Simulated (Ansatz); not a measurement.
## 1T-GeF2 monolayer in a perpendicular field

Wanted: the out-of-plane response of the 1T-GeF2 monolayer. A positive field points along +c.

Main program and level: Ansatz 0.2.0; plane-wave DFT, PBE-D3(BJ), Ansatz PAW (set soft_1); PAW set soft_1.

## 1. The starting structure

The cell holds 3 atoms: 2 F and 1 Ge. Its edges and angles: a = 2.413 Å, b = 2.413 Å, c = 35.151 Å, α = 90.0°, β = 90.0°, γ = 120.0°. Vacuum lies along c.

As a file:

```cif
data_structure
_symmetry_space_group_name_H-M 'P 1'
_symmetry_Int_Tables_number 1
_cell_length_a 2.4130
_cell_length_b 2.4130
_cell_length_c 35.1513
_cell_angle_alpha 90.000
_cell_angle_beta 90.000
_cell_angle_gamma 120.000
_cell_volume 177.26
loop_
_atom_site_label
_atom_site_type_symbol
_atom_site_fract_x
_atom_site_fract_y
_atom_site_fract_z
_atom_site_occupancy
F1 F 0.66667 0.33333 0.47082 1
Ge2 Ge 0.00000 0.00000 0.50000 1
F3 F 0.33333 0.66667 0.52918 1
```

## 2. Relaxing the slab

The starting cell is a guess, so the in-plane lattice and the atoms are relaxed first, with the slab cut off from its images along the normal.

The input, input.yaml:

```yaml
crystal:
  lattice:
    - [2.41304, 0.0, 0.0]
    - [-1.20652, 2.0897539403, 0.0]
    - [0.0, 0.0, 35.1513208612]
  atoms:
    - { symbol: F, position: [0.6666666667, 0.3333333333, 0.4708215679] }
    - { symbol: Ge, position: [0.0, 0.0, 0.5] }
    - { symbol: F, position: [0.3333333333, 0.6666666667, 0.5291784321] }
  periodic: [true, true, false]
kpoints:
  mp_grid: { grid: [18, 18, 1] }
hamiltonian:
  xc: pbe
  dispersion: d3bj
  pseudopotentials: { kind: paw, azcp: { folder: soft_1 } }
scf:
  occupations: { method: fermi_dirac, width: 0.05 }
  convergence: { dr2_threshold: 1.0e-09 }
relax:
  f_tol: 0.004
  max_steps: 90
  cell: {}
output:
  write_potential: true
  write_density: true
  volumetric_format: npy
```

The run is started by

```bash
ansatz run input.yaml --threads 2 --pin off --max-ram 3072MiB --backend cpu --events-out ev --progress --plain --runs-dir out
```

Numbers of over 12 decimals in the logs are rounded to 6 here.

The program printed:

```text
Warning: relax.cell: scf.convergence.dr2_threshold = 1e-9 eV is looser than the 2.06562725817e-10 eV advised for a relaxation that steers and ends on the stress (1e-10 eV for each atom of the cell: 3, times the square of relax.cell.stress_2d_tol = 0.05 N/m over 12.1 Å (the atoms' height at the walk's start and 5 Å past either face), 4.149e-2 GPa, over a crystal's default 0.05). What an SCF threshold leaves in a stress goes as its square root, and in the free energy as the threshold itself, and one threshold admits the most on a small cell: [figures from the program's tests cut] Set scf.convergence.dr2_threshold to 2.06562725817e-10 eV or tighter. [rest of the remark cut]
Engine: ansatz 0.2.0, aarch64-unknown-linux-gnu
Pseudopotentials: kind: paw
Pseudopotential: F, paw, valence charge 7, recommended cutoff 420 eV (normal), soft_1/F.paw.azcp
Pseudopotential: Ge, paw, valence charge 14, recommended cutoff 420 eV (normal), soft_1/Ge.paw.azcp
Functional definition: PBE
  parameter kappa = 0.804
  parameter beta = 0.066725
  exchange = pbe_x(kappa = kappa, mu = beta*pi^2/3)
  correlation = pbe_c(beta = beta)
Crystal: 3 atoms, lattice volume = 177.256 Å³
Basis set: ecut = 420 eV, 3375 PW (Γ), exchange–correlation on 36×36×480 points (8 copies of the dense FFT grid, shifted against one another)
Bands: 18, of which v1, the nominal top of the filled ones, is band 14 counted from 1 (13 counted from 0)
Symmetry: 12 space group operations
Space group: P-3m1 (ITA 164), of the structure as read, at distance tolerance 5.6e-5 Å
k-points: 37 of 324
Non-local potential: F, projectors of the file, l = 0: 2, l = 1: 2, l = 2: 1
Non-local potential: Ge, projectors of the file, l = 0: 2, l = 1: 2, l = 2: 3, l = 3: 1
PAW form: soft (Blöchl's): semilocal exchange-correlation on the pseudo side does not see the compensation charge
PAW one-centre angular grid: F, 110 points (default); XC on 64 Gauss nodes
PAW one-centre angular grid: Ge, 590 points (default); XC on 64 Gauss nodes
Initial density: superposition of atomic densities (neutral atoms: chi_scale 0, normalization atom)
Initial wavefunctions: pseudopotential atomic-orbital guess
Functional: x = pbe(κ = 0.804, μ = 0.219515), c = pbe(β = 0.066725)
SCF iter   1: F=—  HF=-5898.065190 eV  |F-HF|=—  |Δ(HF+E_count)|=         —  Δρ=6.56e-2  dr2=4.48e0  ethr=3.10e-3  ⟨swp⟩=17.3  Hψ=7591  notcnv=0
preconditioner: auto → LDOS  [insulator: Δε(μ)=0.238 eV  Ē_g=26.332 eV  σ=0.050 eV  W_gap=0.83  n_scr=22 (ndim 8)  ℏωp=14.8 eV  f_vac=0.849  D(μ)=0.29/eV (n_scr^D=6)  ε∞_Penn≈1.3  β→1.0]
SCF iter   2: F=—  HF=-5901.491306 eV  |F-HF|=—  |Δ(HF+E_count)|=    3.43e0  Δρ=9.78e-2  dr2=1.64e2  ethr=3.10e-3  ⟨swp⟩=12.5  Hψ=10078  notcnv=0  defer=8  recentre
automatic band count: the SCF goes on with 22 bands, as 18 were too few: the levels above may hold too much charge
SCF iter   3: F=—  HF=-5896.889963 eV  |F-HF|=—  |Δ(HF+E_count)|=    4.60e0  Δρ=2.97e-2  dr2=1.14e0  ethr=3.10e-3  ⟨swp⟩=7.9  Hψ=3508  notcnv=0  defer=84
SCF iter   4: F=—  HF=-5896.618994 eV  |F-HF|=—  |Δ(HF+E_count)|=   2.71e-1  Δρ=2.21e-3  dr2=8.65e-2  ethr=3.10e-3  ⟨swp⟩=7.0  Hψ=3053  notcnv=0  defer=102
SCF iter   5: F=—  HF=-5896.631897 eV  |F-HF|=—  |Δ(HF+E_count)|=   1.29e-2  Δρ=1.09e-3  dr2=6.92e-2  ethr=3.09e-4  ⟨swp⟩=6.9  Hψ=2210  notcnv=0  defer=118
SCF iter   6: F=—  HF=-5896.626076 eV  |F-HF|=—  |Δ(HF+E_count)|=   5.82e-3  Δρ=9.56e-4  dr2=5.38e-2  ethr=2.47e-4  ⟨swp⟩=4.8  Hψ=1280  notcnv=0  defer=100
SCF iter   7: F=—  HF=-5896.612488 eV  |F-HF|=—  |Δ(HF+E_count)|=   1.36e-2  Δρ=7.99e-4  dr2=2.93e-2  ethr=1.92e-4  ⟨swp⟩=5.8  Hψ=1283  notcnv=0  defer=96
SCF iter   8: F=—  HF=-5896.595650 eV  |F-HF|=—  |Δ(HF+E_count)|=   1.68e-2  Δρ=5.64e-4  dr2=2.09e-3  ethr=1.05e-4  ⟨swp⟩=7.1  Hψ=2031  notcnv=0  defer=96
SCF iter   9: F=—  HF=-5896.598058 eV  |F-HF|=—  |Δ(HF+E_count)|=   2.41e-3  Δρ=3.89e-4  dr2=5.20e-3  ethr=7.48e-6  ⟨swp⟩=5.4  Hψ=1679  notcnv=0  defer=84
SCF iter  10: F=—  HF=-5896.597141 eV  |F-HF|=—  |Δ(HF+E_count)|=   9.17e-4  Δρ=1.48e-4  dr2=2.07e-4  ethr=7.48e-6  ⟨swp⟩=5.5  Hψ=1393  notcnv=0  defer=84
SCF iter  11: F=—  HF=-5896.597140 eV  |F-HF|=—  |Δ(HF+E_count)|=   1.05e-6  Δρ=3.88e-5  dr2=5.04e-6  ethr=7.38e-7  ⟨swp⟩=3.2  Hψ=1563  notcnv=0  defer=80
SCF iter  12: F=—  HF=-5896.597225 eV  |F-HF|=—  |Δ(HF+E_count)|=   8.55e-5  Δρ=1.09e-5  dr2=6.25e-7  ethr=1.80e-8  ⟨swp⟩=4.0  Hψ=1819  notcnv=0  defer=80
SCF iter  13: F=—  HF=-5896.597218 eV  |F-HF|=—  |Δ(HF+E_count)|=   7.14e-6  Δρ=3.63e-6  dr2=4.21e-8  ethr=2.23e-9  ⟨swp⟩=4.2  Hψ=1565  notcnv=0  defer=80
SCF iter  14: F=—  HF=-5896.597218 eV  |F-HF|=—  |Δ(HF+E_count)|=   1.79e-7  Δρ=1.51e-6  dr2=1.28e-8  ethr=1.50e-10  ⟨swp⟩=3.9  Hψ=1751  notcnv=0  defer=80
SCF iter  15: F=—  HF=-5896.597218 eV  |F-HF|=—  |Δ(HF+E_count)|=   1.68e-8  Δρ=5.20e-7  dr2=3.36e-9  ethr=4.56e-11  ⟨swp⟩=2.8  Hψ=1373  notcnv=0  defer=80
SCF iter  16: F=-5896.597218 eV  HF=-5896.597218 eV  |F-HF|=7.19e-11  |Δ(HF+E_count)|=   4.59e-9  Δρ=1.84e-7  dr2=2.21e-10  ethr=3.57e-12  ⟨swp⟩=15.7  Hψ=6403  notcnv=0
SCF 1 converged in 16 iterations: F = -5896.597218 eV  dr2 = 2.21e-10
  greatest PAW one-centre occupation: 1.000 electrons in one spin orbital (limit 2), on the Ge atom at site 1 (counted from 0), in its partial waves of l = 2
relax step   1: F+E_penalty+E_count = -5896.59721830 eV  Δ(F+E_penalty+E_count) = +0.000e0 eV  max|allowed force component| = 2.137e1 eV/Å  Δτ_max = 0.0000 Å  P = +139.386 N/m  Ω = 177.256 Å³  fix = [c, alpha, beta]  reactions: c +0.000 N/m  (16 SCF iters, accepted)
Crystal: 3 atoms, lattice volume = 195.099 Å³
Basis set: ecut = 420 eV, 3867 PW (Γ), exchange–correlation on 36×36×480 points (8 copies of the dense FFT grid, shifted against one another)
Bands: 22, of which v1, the nominal top of the filled ones, is band 14 counted from 1 (13 counted from 0)
Initial density: handed on by an earlier stage of this run
Initial wavefunctions: those handed on with the density
iter 1 solved again at ethr=1.68e-3 eV; its pass at ethr=3.10e-3 eV (dr2=4.70e-1 eV) is discarded
SCF iter   1: F=—  HF=-5905.401887 eV  |F-HF|=—  |Δ(HF+E_count)|=         —  Δρ=2.03e-2  dr2=4.71e-1  ethr=1.68e-3  ⟨swp⟩=1.7  Hψ=7530  notcnv=0
preconditioner: auto → LDOS  [metal: Δε(μ)=0.040 eV  Ē_g=25.037 eV  σ=0.050 eV  W_gap=0.20  n_scr=22 (ndim 8)  ℏωp=14.1 eV  f_vac=0.840  D(μ)=0.24/eV (n_scr^D=4)  β→1.0]
SCF iter   2: F=—  HF=-5905.311516 eV  |F-HF|=—  |Δ(HF+E_count)|=   9.04e-2  Δρ=9.58e-3  dr2=1.68e-1  ethr=1.68e-3  ⟨swp⟩=4.2  Hψ=3171  notcnv=0  defer=61
[...]
relax step  22: F+E_penalty+E_count = -5911.92508933 eV  Δ(F+E_penalty+E_count) = -4.130e-2 eV  max|allowed force component| = 1.575e-3 eV/Å  Δτ_max = 0.0000 Å  P = +0.615 N/m  Ω = 386.972 Å³  fix = [c, alpha, beta]  reactions: c +0.000 N/m  stress off target by 6.15e-1 N/m on what of the cell is left free  SCF on the basis re-selected at this cell (its energy is not comparable with the rows above)  (8 SCF iters)
relax step  23: F+E_penalty+E_count = -5911.92759576 eV  Δ(F+E_penalty+E_count) = -2.506e-3 eV  max|allowed force component| = 1.196e-2 eV/Å  Δτ_max = 0.0135 Å  P = +0.257 N/m  Ω = 391.148 Å³  energy of the carried Pulay correction = -9.353e-4 eV  fix = [c, alpha, beta]  reactions: c +0.000 N/m  (7 SCF iters, accepted)
relax step  24: F+E_penalty+E_count = -5911.92766232 eV  Δ(F+E_penalty+E_count) = -6.656e-5 eV  max|allowed force component| = 4.766e-3 eV/Å  Δτ_max = 0.0177 Å  P = -0.040 N/m  Ω = 395.290 Å³  energy of the carried Pulay correction = -1.968e-3 eV  fix = [c, alpha, beta]  reactions: c -0.000 N/m  (7 SCF iters, accepted)
relax step  25: F+E_penalty+E_count = -5911.92773106 eV  Δ(F+E_penalty+E_count) = -6.874e-5 eV  max|allowed force component| = 1.069e-3 eV/Å  Δτ_max = 0.0000 Å  P = +0.006 N/m  Ω = 395.055 Å³  energy of the carried Pulay correction = -1.906e-3 eV  fix = [c, alpha, beta]  reactions: c +0.000 N/m  (5 SCF iters, accepted)
Basis set: ecut = 420 eV, 7629 PW (Γ), exchange–correlation on 50×50×480 points (8 copies of the dense FFT grid, shifted against one another)
iter 1 solved again at ethr=4.44e-7 eV; its pass at ethr=3.10e-3 eV (dr2=1.24e-4 eV) is discarded
SCF iter   1: F=—  HF=-5911.929345 eV  |F-HF|=—  |Δ(HF+E_count)|=         —  Δρ=6.32e-5  dr2=2.05e-6  ethr=4.44e-7  ⟨swp⟩=5.4  Hψ=7781  notcnv=0
preconditioner: auto → Resta (q_TF=auto, 1.755 Å⁻¹)  ε∞=1.2  [insulator: Δε(μ)=2.739 eV  Ē_g=20.965 eV  σ=0.050 eV  W_gap=1.00  n_scr=18 (ndim 8)  ℏωp=9.9 eV  f_vac=0.861  D(μ)=0.00/eV (n_scr^D=0)  ε∞_Penn≈1.2  vacuum switching on, ρ_ref=3.2e-2 e/Å³]
SCF iter   2: F=—  HF=-5911.929633 eV  |F-HF|=—  |Δ(HF+E_count)|=   2.88e-4  Δρ=2.76e-5  dr2=8.06e-7  ethr=7.32e-9  ⟨swp⟩=2.8  Hψ=1422  notcnv=0
SCF iter   3: F=—  HF=-5911.929732 eV  |F-HF|=—  |Δ(HF+E_count)|=   9.94e-5  Δρ=1.59e-5  dr2=2.26e-7  ethr=2.88e-9  ⟨swp⟩=2.4  Hψ=1122  notcnv=0
SCF iter   4: F=—  HF=-5911.929778 eV  |F-HF|=—  |Δ(HF+E_count)|=   4.61e-5  Δρ=1.59e-6  dr2=2.70e-9  ethr=8.07e-10  ⟨swp⟩=2.8  Hψ=1329  notcnv=0
iter 5 met the thresholds in force, and the SCF goes on: an eigenvalue changes by 2.77 meV, over its tolerance of 1.09 meV (output.eigenvalues, Limitations)
SCF iter   5: F=-5911.929781 eV  HF=-5911.929780 eV  |F-HF|=1.38e-7  |Δ(HF+E_count)|=   1.94e-6  Δρ=3.33e-7  dr2=1.60e-10  ethr=3.57e-12  ⟨swp⟩=18.5  Hψ=6684  notcnv=0
iter 6 met the thresholds in force, and the SCF goes on: an eigenvalue changes by 2.65 meV, over its tolerance of 1.01 meV (output.eigenvalues, Limitations)
SCF iter   6: F=-5911.929781 eV  HF=-5911.929781 eV  |F-HF|=5.40e-9  |Δ(HF+E_count)|=   1.33e-7  Δρ=9.63e-8  dr2=1.94e-11  ethr=1.00e-12  ⟨swp⟩=9.0  Hψ=4858  notcnv=0
Mixer restart at iter 6: flushing history
SCF iter   7: F=-5911.929781 eV  HF=-5911.929781 eV  |F-HF|=3.37e-11  |Δ(HF+E_count)|=   5.38e-9  Δρ=1.14e-7  dr2=3.34e-11  ethr=1.00e-12  ⟨swp⟩=5.8  Hψ=3900  notcnv=0
SCF 26 converged in 7 iterations: F = -5911.929781 eV  dr2 = 3.34e-11
relax step  26: F+E_penalty+E_count = -5911.92978057 eV  Δ(F+E_penalty+E_count) = -2.050e-3 eV  max|allowed force component| = 1.128e-3 eV/Å  Δτ_max = 0.0000 Å  P = +0.024 N/m  Ω = 395.055 Å³  fix = [c, alpha, beta]  reactions: c +0.000 N/m  stress off target by 2.39e-2 N/m on what of the cell is left free  SCF on the basis re-selected at this cell (its energy is not comparable with the rows above)  (7 SCF iters)
basis re-selected at this cell: Δ(F+E_penalty+E_count) = -2.050e-3 eV, ΔP = +0.018 N/m vs the last step (what re-selecting the basis moved, of the pressure what is left beyond the Pulay correction that the steps carried, after the strain that the cell walked since its last selection, with what the two solves' SCF thresholds leave and, on support functions, any second-order correction that the steps lacked; it is no measure of the basis error at this ecutwfc). The dense FFT grid was sized anew with the basis: this SCF ran on 25×25×240 points, the steps before it on 24×24×240, so part of this shift can come from that change (see relax.cell in the input reference). [rest of the remark cut]
WARN: The output density's exchange-correlation potential varies sharply where the density is thin. Do not read a vacuum level from v_tot or v_xc, or from such a field of the output density. On a cell that repeats whose density bears no net charge and no dipole along the vacuum's axis use v_es (v_loc + v_h of the components); under efield.dipole_correction with no amplitude use v_es + v_field, which holds any externa [...]
SCF converged after 7 iterations
an eigenvalue changed by more than its tolerance at an iteration that met the thresholds in force, so the SCF went on 2 times, its first undamped step at iteration 6: the last check found none over its tolerance
Free energy (F): -5911.929781 eV
Harris-Foulkes:  -5911.929781 eV  (|F-HF|=3.37e-11)
Internal energy: -5911.929781 eV  (E = F + TS)
E sigma→0 (E₀):  -5911.929781 eV
Fermi energy:    -5.581797 eV
--- Per-component energies (eV) ---
  E_band       = -568.780948
  E_kinetic    = 482.278903
  E_local      = -52802.890299  (includes V_loc(G=0)·N_el)
  E_nonlocal   = 382.695183
  E_hartree    = 26023.255070
  E_xc         = -225.554897
  E_vxc        = -261.648030  (∫ρ·V_xc dr)
  E_paw        = -2410.961808  (= ΣΔE_a)
  E_vpaw       = -415.728604  (= ΣTr[D̂ρ^β])
  E_aug_tail   = 0.001417  (compensation charges beyond the density's cutoff)
  E_ewald      = 22639.453588
  E_disp       = -0.206939  (pairwise vdW)
  E_smearing   = -0.000000  (= −TS)
  E_closure    = -0.000000  (closes the sum)
  Σ components = -5911.929781   (vs F -5911.929781, Δ=0.00e0)
--- Forces (eV/Å), atoms counted from 1 ---
  atom   1  F      0.00000000     0.00000000    -0.00112834
  atom   2  Ge     0.00000000    -0.00000000     0.00000000
  atom   3  F      0.00000000    -0.00000000     0.00112834
  max |Σ_I F_I| component: 2.31e-17 eV/Å
--- 2D stress c σ (N/m, compression-positive) ---
        0.023876       0.000000      -0.000000
        0.000000       0.023876      -0.000000
       -0.000000      -0.000000       0.000000
  P = ½ c Tr σ = 0.0239 N/m
--- Band table (eV; the first three rows and the last of 37) ---
  k-point 0: bands = [... 10 lower, -10.2026, -10.2026, -9.5892, -8.8545, -4.2494, -0.5941 (-0.5941°), -0.5941 (-0.5941°), -0.3987 (-0.3989°), ... 4 higher]
  k-point 1: bands = [... 10 lower, -10.1607, -10.1361, -9.5711, -8.7790, -4.1911, -0.7645 (-0.7645°), -0.5711 (-0.5711°), -0.2855 (-0.2859°), ... 4 higher]
  k-point 2: bands = [... 10 lower, -10.1449, -10.0586, -9.5344, -8.5818, -4.0256, -1.0662 (-1.0662°), -0.5058 (-0.5058°), -0.1048 (-0.1054°), ... 4 higher]
  k-point 36: bands = [... 10 lower, -10.6129, -9.5889, -9.5889, -6.9879, -1.8652, -1.3240, -1.3240, 3.5289 (3.5289°), ... 4 higher]
  ° read free of the cell's end (the report's vacuum.weakly_bound_levels)
--- Relaxed structure (22 steps of the walk, 22 accepted, 4 SCFs on fresh bases) ---
  F+E_penalty+E_count = -5911.92978057 eV   max|allowed force component| = 1.128e-3 eV/Å   (the final SCF, on the basis selected at the relaxed cell)
  cell:  # Å, volume = 395.0549 Å³
    - [3.602405, 0, 0]
    - [-1.801203, 3.119775, 0]
    - [0, 0, 35.1513208612]
  atoms:
    - { symbol: F, position: [0.666667, 0.333333, 0.471798] }
    - { symbol: Ge, position: [0, 0, 0.5] }
    - { symbol: F, position: [0.333333, 0.666667, 0.528202] }
```

Wall time 2.4 min (2 threads of Arm Neoverse V2, shared host); peak memory 0.69 GiB; 4.7 min of CPU time.

The steps of the relaxation (22 of 26):

| step | energy less that of the first step (eV) | largest force component (eV/Å) | volume (Å³) |
| --- | --- | --- | --- |
| 1 | 0.0000 | 21.3748 | 177.26 |
| 2 | -8.6342 | 10.6605 | 195.10 |
| 3 | -12.4158 | 3.4879 | 213.43 |
| 5 | -13.5954 | 0.2317 | 253.07 |
| 6 | -13.5993 | 0.0617 | 255.04 |
| 7 | -13.6000 | 0.0008 | 254.48 |
| 8* | -14.1459 | 0.0388 | 254.48 |
| 9 | -14.4893 | 0.0141 | 275.70 |
| 11 | -14.8881 | 0.1340 | 320.56 |
| 12 | -14.9019 | 0.0117 | 341.49 |
| 13 | -14.9126 | 0.0295 | 333.88 |
| 14 | -14.9122 | 0.0262 | 334.79 |
| 15 | -14.9122 | 0.0000 | 334.97 |
| 16* | -15.1380 | 0.0049 | 334.97 |
| 18 | -15.2855 | 0.0723 | 382.34 |
| 19 | -15.2859 | 0.0531 | 386.95 |
| 20 | -15.2855 | 0.0314 | 388.31 |
| 21 | -15.2866 | 0.0008 | 386.97 |
| 22* | -15.3279 | 0.0016 | 386.97 |
| 24 | -15.3304 | 0.0048 | 395.29 |
| 25 | -15.3305 | 0.0011 | 395.05 |
| 26* | -15.3326 | 0.0011 | 395.05 |

Relaxation steps marked * repeat the geometry before them on a plane-wave basis chosen anew for their cell, so energy and pressure can jump there. Other such steps can lie between the rows shown.

The run keeps the 12 symmetry operations that it works with, so distortions that break them were not tested.

```csv
cell as run,before,after,change
a (Å),2.413,3.602,+49.3 %
b (Å),2.413,3.602,+49.3 %
```

The atoms that moved most (Å, along periodic axes as changes of fractional coordinates times the final cell, across vacuum about the mean position):

| atom | dx | dy | dz | length |
| --- | --- | --- | --- | --- |
| F3 | 0.000 | 0.000 | -0.034 | 0.034 |
| F1 | 0.000 | 0.000 | 0.034 | 0.034 |

Final coordinates:

```xyz
3
Lattice="3.6024 0.0000 0.0000 -1.8012 3.1198 0.0000 0.0000 0.0000 35.1513" Properties=species:S:1:pos:R:3
F     1.8012    1.0399   16.5843
Ge    0.0000    0.0000   17.5757
F     0.0000    2.0798   18.5670
```

This step gave:

| Quantity | Value |
| --- | --- |
| gap on the k-mesh | 2.738 eV |

The lattice constant a goes from 2.413 to 3.602 Å.

(Continued in part 2 of 2.)

[Logs are printed without paths, hosts, clocks, repeated set-up lines and the standing remarks that a program may print on its own settings, such as how far it seeks lower states.]

[Hosts, paths, dates, database ids (printed as entryN), source tags and the programs' standing remarks are cut or masked in the printed files.]

[Maps of the electrostatic potential energy from Ansatz leave out the sawtooth potential of an applied field or a dipole correction, so their vacuum need not be flat; planar profiles and work functions include it.]
